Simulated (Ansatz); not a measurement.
An input for Ansatz 0.2.0 (Zn3SbN3 (Cm)):

```yaml
crystal:
  lattice:
    - [3.3938895471, -3.283248115, 0.0]
    - [3.3938895471, 3.283248115, 0.0]
    - [-3.2155964401, 0.0, 4.5561292986]
  atoms:
    - { symbol: Zn, position: [0.64265811, 0.64265811, 0.11808447] }
    - { symbol: Zn, position: [0.75601403, 0.31486041, 0.51982585] }
    - { symbol: Zn, position: [0.31486041, 0.75601403, 0.51982585] }
    - { symbol: Sb, position: [0.06050886, 0.06050886, 0.00241463] }
    - { symbol: "N", position: [0.41103526, 0.94206134, 0.29988336] }
    - { symbol: "N", position: [0.94206134, 0.41103526, 0.29988336] }
    - { symbol: "N", position: [0.698722, 0.698722, 0.81219049] }
kpoints:
  mp_grid: { grid: [4, 4, 4] }
hamiltonian:
  xc: pbe
  hubbard:
    projectors: ortho-atomic
    sites: [{ species: Zn, l: d, u_eff: 8.0 }]
  pseudopotentials: { kind: paw, azcp: { folder: soft_1 } }
scf:
  occupations: { method: fixed }
gw:
  n_empty_bands: 423
  ecut_chi: 150.0
  qp_bands: [v2, c2]
  qp_kpoints: band_edges
  screening: { model: contour_deformation }
```

```sh
ansatz run input.yaml --threads 2 --pin off --max-ram 92160MiB --backend cuda --events-out ev --progress --plain --runs-dir out --devices 1 --max-vram 13GiB
```

**Question.** Estimate wall time and host memory on 1 × NVIDIA H100 80GB HBM3 (shared by 6 runs) with 2 threads of AMD EPYC 7R13 (Zen 3), shared host.

It took 1.7 min; on shared hardware allow 50 s to 3.4 min. Peak host memory was 2.3 GiB. The sizes that set the cost: 1987 plane waves a state, 24 irreducible k points, 456 bands summed, 427 plane waves in the screening and 11 SCF cycles.

The screening grows as filled bands × empty bands × pairs of k points, times the square of the screening basis for the matrix.

[Paths, hosts, dates, memory and timing lines, banners, echoed tables and standing remarks are left out of the program output.]

[Logs are printed without paths, hosts, clocks, repeated set-up lines and the standing remarks that a program may print on its own settings, such as how far it seeks lower states.]

[Runs of the session that timed out or met a known fault of the program may be left out.]

[Cells called generated may have been cut or substituted from an entry of the Crystallography Open Database or the Materials Project.]

[Hosts, paths, dates, database ids (printed as entryN), source tags and the programs' standing remarks are cut or masked in the printed files.]
